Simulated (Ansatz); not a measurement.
# Structural relaxation of a frame of liquid acetonitrile from 298 K (186 atoms)

How does a frame of liquid acetonitrile from 298 K (186 atoms) relax, and what do bonds, charges and levels look like afterwards?

Calculated with Ansatz 0.2.0; Kohn-Sham DFT, PBE+D4, PAW (set soft_2), plane waves.

### Step 1. The structure

The cell holds 186 atoms: 62 C, 31 N and 93 H. Its edges and angles: a = 13.929 Å, b = 13.929 Å, c = 13.929 Å, α = 90.0°, β = 90.0°, γ = 90.0°. 31 acetonitrile placed at random, at 0.782 g/cm³; overlaps pushed apart, then 10 ps at 398 K with MMFF94 bonds, angles, torsions, charges and radii (Halgren, J. Comput. Chem. 17, 490 (1996)) in harmonic and 12-6 forms. Snapshot after 20 ps at 298 K and fixed volume. The starting density is a measured one.

Before any run, some limits are plain. The network of contacts between molecules at the start is that of the classical potential that made the cell. Sampling is at Γ alone, for a cell whose shortest periodic width is 14 Å.

### Step 2. Single point at the start

The forces at the start show how far the geometry lies from a minimum of this functional.

Input file input.yaml:

```yaml
crystal:
  lattice:
    - [13.92888, 0.0, 0.0]
    - [0.0, 13.92888, 0.0]
    - [0.0, 0.0, 13.92888]
  atoms:
    - { symbol: C, position: [0.58367, 0.7368, 0.63758] }
    - { symbol: C, position: [0.59574, 0.78765, 0.7309] }
    - { symbol: "N", position: [0.60287, 0.81706, 0.80883] }
    - { symbol: H, position: [0.57772, 0.79029, 0.58276] }
    - { symbol: H, position: [0.51703, 0.69295, 0.63661] }
    - { symbol: H, position: [0.64984, 0.69183, 0.62382] }
    - { symbol: C, position: [0.54977, 0.37185, 0.64125] }
    - { symbol: C, position: [0.45348, 0.37132, 0.67701] }
    - { symbol: "N", position: [0.37349, 0.36866, 0.70773] }
    - { symbol: H, position: [0.57809, 0.30205, 0.60995] }
    - { symbol: H, position: [0.60109, 0.40488, 0.68571] }
    - { symbol: H, position: [0.55402, 0.42089, 0.58011] }
    - { symbol: C, position: [0.26844, 0.12823, 0.72312] }
    - { symbol: C, position: [0.34318, 0.12367, 0.79904] }
    - { symbol: "N", position: [0.3961, 0.11585, 0.86069] }
    - { symbol: H, position: [0.1982, 0.15399, 0.7418] }
    - { symbol: H, position: [0.25443, 0.05669, 0.68996] }
    - { symbol: H, position: [0.30464, 0.16842, 0.66614] }
    - { symbol: C, position: [0.08321, 0.66728, 0.87786] }
    - { symbol: C, position: [0.16764, 0.68816, 0.82015] }
    - { symbol: "N", position: [0.23075, 0.70127, 0.76922] }
    - { symbol: H, position: [0.01767, 0.65609, 0.83714] }
    - { symbol: H, position: [0.062, 0.72622, 0.92376] }
    - { symbol: H, position: [0.09697, 0.60779, 0.92677] }
    - { symbol: C, position: [0.23626, 0.12428, 0.07052] }
    - { symbol: C, position: [0.17788, 0.11412, 0.98094] }
    - { symbol: "N", position: [0.14334, 0.10807, 0.90488] }
    - { symbol: H, position: [0.30821, 0.10028, 0.0578] }
    - { symbol: H, position: [0.20271, 0.08682, 0.13273] }
    - { symbol: H, position: [0.25083, 0.20026, 0.0932] }
    - { symbol: C, position: [0.38412, 0.87138, 0.18544] }
    - { symbol: C, position: [0.43408, 0.79056, 0.14638] }
    [... 148 atom lines left out ...]
    - { symbol: C, position: [0.5966, 0.04994, 0.71552] }
    - { symbol: C, position: [0.63923, 0.14164, 0.7335] }
    - { symbol: "N", position: [0.68232, 0.21218, 0.74613] }
    - { symbol: H, position: [0.57559, 0.01871, 0.7837] }
    - { symbol: H, position: [0.65077, 0.00171, 0.68195] }
    - { symbol: H, position: [0.53474, 0.06428, 0.66626] }
kpoints:
  mp_grid: { grid: [1, 1, 1] }
hamiltonian:
  xc: pbe
  dispersion: d4
scf:
  occupations: { method: gaussian, width: 0.025 }
output:
  forces: true
  stress: true
  populations: true
  dos:
    method: { smearing: { sigma: 0.08 } }
    de: 0.1
    projected: { site_lists: { C: [C], H: [H], "N": ["N"] } }
  eigenvalues: true
```

Launch:

```console
> ansatz run input.yaml --threads 4 --pin off --max-ram 8192MiB --backend cpu --events-out ev --progress --plain --runs-dir out
```

Numbers of over 12 decimals in the logs are rounded to 6 here.

The log of the run:

```text
Engine: ansatz 0.2.0, x86_64-unknown-linux-gnu
Pseudopotentials: kind: paw
Pseudopotential: C, paw, valence charge 4, recommended cutoff 420 eV (normal), C.paw.azcp
Pseudopotential: N, paw, valence charge 5, recommended cutoff 420 eV (normal), N.paw.azcp
Pseudopotential: H, paw, valence charge 1, recommended cutoff 420 eV (normal), H.paw.azcp
[... 5 lines on functional and potentials left out ...]
Crystal: 186 atoms, lattice volume = 2702.394 Å³
Basis set: ecut = 420 eV, 52635 PW (Γ), exchange–correlation on 192×192×192 points (8 copies of the dense FFT grid, shifted against one another)
Bands: 434, of which v1, the nominal top of the filled ones, is band 248 counted from 1 (247 counted from 0)
Symmetry: 1 space group operations
Space group: P1 (ITA 1), of the structure as read, at distance tolerance 1.4e-4 Å
k-points: 1
[... 7 lines on functional and potentials left out ...]
Initial density: superposition of atomic densities (neutral atoms: chi_scale 0, normalization atom), corrected by the library's trained network
Initial wavefunctions: pseudopotential atomic-orbital guess
Functional: x = pbe(κ = 0.804, μ = 0.219515), c = pbe(β = 0.066725)
SCF iter   1: F=—  HF=-28938.477007 eV  |F-HF|=—  |Δ(HF+E_count)|=         —  Δρ=3.41e-3  dr2=4.86e-1  ethr=1.77e-3  ⟨swp⟩=6.0  Hψ=1966  notcnv=0  defer=71
preconditioner: auto → Resta (q_TF=auto, 2.057 Å⁻¹)  ε∞=2.3  [insulator: Δε(μ)=6.098 eV  Ē_g=14.139 eV  σ=0.025 eV  W_gap=1.00  n_scr=388 (ndim 8)  ℏωp=15.9 eV  f_vac=0.279  D(μ)=0.00/eV (n_scr^D=0)  ε∞_Penn≈2.3]
SCF iter   2: F=—  HF=-28938.520727 eV  |F-HF|=—  |Δ(HF+E_count)|=   4.37e-2  Δρ=2.10e-3  dr2=1.59e-1  ethr=9.80e-5  ⟨swp⟩=2.0  Hψ=756  notcnv=0  defer=178
SCF iter   3: F=—  HF=-28938.525437 eV  |F-HF|=—  |Δ(HF+E_count)|=   4.71e-3  Δρ=1.05e-3  dr2=5.81e-2  ethr=3.20e-5  ⟨swp⟩=2.0  Hψ=512  notcnv=0  defer=178
SCF iter   4: F=—  HF=-28938.524547 eV  |F-HF|=—  |Δ(HF+E_count)|=   8.90e-4  Δρ=3.12e-4  dr2=4.49e-3  ethr=1.17e-5  ⟨swp⟩=3.0  Hψ=500  notcnv=0  defer=178
SCF iter   5: F=—  HF=-28938.523694 eV  |F-HF|=—  |Δ(HF+E_count)|=   8.54e-4  Δρ=2.36e-4  dr2=1.96e-3  ethr=9.06e-7  ⟨swp⟩=2.0  Hψ=748  notcnv=0  defer=182
SCF iter   6: F=—  HF=-28938.523360 eV  |F-HF|=—  |Δ(HF+E_count)|=   3.33e-4  Δρ=1.11e-4  dr2=4.07e-4  ethr=3.94e-7  ⟨swp⟩=2.0  Hψ=502  notcnv=0  defer=182
SCF iter   7: F=—  HF=-28938.523311 eV  |F-HF|=—  |Δ(HF+E_count)|=   4.92e-5  Δρ=2.93e-5  dr2=2.89e-5  ethr=8.21e-8  ⟨swp⟩=2.0  Hψ=500  notcnv=0  defer=182
SCF iter   8: F=—  HF=-28938.525791 eV  |F-HF|=—  |Δ(HF+E_count)|=   2.48e-3  Δρ=2.42e-5  dr2=2.00e-5  ethr=5.83e-9  ⟨swp⟩=2.0  Hψ=497  notcnv=0  defer=182
SCF iter   9: F=—  HF=-28938.525787 eV  |F-HF|=—  |Δ(HF+E_count)|=   3.93e-6  Δρ=5.05e-6  dr2=7.65e-7  ethr=4.03e-9  ⟨swp⟩=2.0  Hψ=497  notcnv=0  defer=182
SCF iter  10: F=—  HF=-28938.525787 eV  |F-HF|=—  |Δ(HF+E_count)|=   1.02e-7  Δρ=2.38e-6  dr2=2.00e-7  ethr=1.54e-10  ⟨swp⟩=2.0  Hψ=499  notcnv=0  defer=182
SCF iter  11: F=-28938.525787 eV  HF=-28938.525787 eV  |F-HF|=7.57e-8  |Δ(HF+E_count)|=   1.35e-8  Δρ=1.66e-6  dr2=9.25e-8  ethr=2.02e-11  ⟨swp⟩=14.0  Hψ=2783  notcnv=0
SCF 1 converged in 11 iterations: F = -28938.525787 eV  dr2 = 9.25e-8
  greatest PAW one-centre occupation: 0.844 electrons in one spin orbital (limit 2), on the N atom at site 128 (counted from 0), in its partial waves of l = 0
SCF converged after 11 iterations
Free energy (F): -28938.525787 eV
Harris-Foulkes:  -28938.525787 eV  (|F-HF|=7.57e-8)
Internal energy: -28938.525787 eV  (E = F + TS)
E sigma→0 (E₀):  -28938.525787 eV
Fermi energy:    -0.678268 eV
--- Per-component energies (eV) ---
  E_band       = -4368.278626
  E_kinetic    = 10761.557382
  E_local      = -32910.910612  (includes V_loc(G=0)·N_el)
  E_nonlocal   = 3350.214216
  E_hartree    = 11253.089407
  E_xc         = -5577.298989
  E_vxc        = -6987.870112  (∫ρ·V_xc dr)
  E_paw        = -10163.062348  (= ΣΔE_a)
  E_vpaw       = -1087.326758  (= ΣTr[D̂ρ^β])
  E_aug_tail   = -0.121467  (compensation charges beyond the density's cutoff)
  E_ewald      = -5644.603874
  E_disp       = -7.389501  (pairwise vdW)
  E_smearing   = -0.000000  (= −TS)
  E_closure    = 0.000000  (closes the sum)
  Σ components = -28938.525787   (vs F -28938.525787, Δ=0.00e0)
--- Forces (eV/Å), atoms counted from 1 ---
  atom   1  C      0.83083757    -0.35711320     1.15388756
  atom   2  C     -0.25579467    -1.08939468    -0.29419923
  atom   3  N      0.08242024     0.19368333    -0.29756615
  atom   4  H     -0.10588908     0.51134724    -0.77090809
  atom   5  H      0.50775324     0.23521418     0.13246219
  atom   6  H     -0.89593578     0.39080378     0.18227197
  atom   7  C      0.13784808    -0.74397080    -2.31581625
  atom   8  C     -3.08997231    -0.51514154     1.42107957
  atom   9  N      2.94355884     0.16342658    -1.09007217
  atom  10  H     -0.78098924     0.77657718     0.89638274
  atom  11  H      0.93403266     0.29040607     1.55257127
  atom  12  H     -0.37674604     0.19255251    -0.43791870
  atom  13  C      1.84164674    -0.97793264    -0.59134405
  atom  14  C     -3.54977879    -0.07410972    -2.46290258
[...]
atom 185  H     -0.41096880     0.30906009     0.06627909
  atom 186  H      0.35341341    -0.63266321     0.49953638
  max |Σ_I F_I| component: 9.82e-5 eV/Å
--- Stress (GPa, compression-positive) ---
        0.303293      -0.217632      -0.500690
       -0.217632       0.554084       0.308433
       -0.500690       0.308433      -0.094791
  P = ⅓ Tr σ = 0.2542 GPa (2.542 kbar)
--- Band table (eV) ---
  k-point 0: bands = ["-19.3462", "-19.2733", "-19.1831", "-19.1425", [... 418 levels ...], "7.9415", "7.9598", "7.9843", "8.0048", "8.0269", "8.0601", "8.0776", "8.0915", "8.1127", "8.1741", "8.2019", "8.2110"]
--- Löwdin populations: 186 sites ---
  site symbol       q [e]
     0      C      4.4699
     1      C      3.7757
     2      N      5.2277
[...]
185      H      0.7665
  spilling = 0.016055 (of n_electrons = 496.000000)
```

Run time: 15 s. Hardware: 4 threads of AMD EPYC 9R45, shared host; peak memory 3.5 GiB.

Reading the cycles: dr2 is the Hartree energy of the density residual (eV), the measure of convergence; HF is the Harris–Foulkes estimate of the energy, which meets the free energy F at convergence.

The run gave:

- free energy: -28938.5258 eV
- free energy per atom: -155.5835 eV/atom
- SCF cycles: 11
- pressure: 0.2542 GPa
- r.m.s. force component: 0.9815 eV/Å
- longest force: 4.491 eV/Å
- Fermi energy: -0.6783 eV
- gap (highest filled to lowest empty level): 5.851 eV
- spilling of the projection: 0.01605

The r.m.s. force component of 0.98 eV/Å and the pressure of 0.25 GPa set the starting point.

Neighbours are counted within 1.34 Å (H-C), 1.85 Å (C-C), 1.62 Å (C-N).

Length of the force by element and coordination:

```csv
element,coordination,atoms,mean length of the force (eV/Å),spread,least,most
C,all,62,1.95,1.01,0.417,4.49
C,2,31,2.12,1.16,0.591,4.49
C,4,31,1.77,0.787,0.417,3.44
H,all,93,0.910,0.481,0.164,2.86
N,all,31,1.70,1.29,0.079,4.28
```

(Part 1 of 3 ends here.)

[Logs are printed without paths, hosts, clocks, repeated set-up lines and the standing remarks that a program may print on its own settings, such as how far it seeks lower states.]

[Hosts, paths, dates, database ids (printed as entryN), source tags and the programs' standing remarks are cut or masked in the printed files.]

[The MMFF94 radii named for the starting cell were scaled by 0.96; in molecules described by MMFF94, hydrogen bound to N, O or S took a small fixed 12-6 site in their place.]
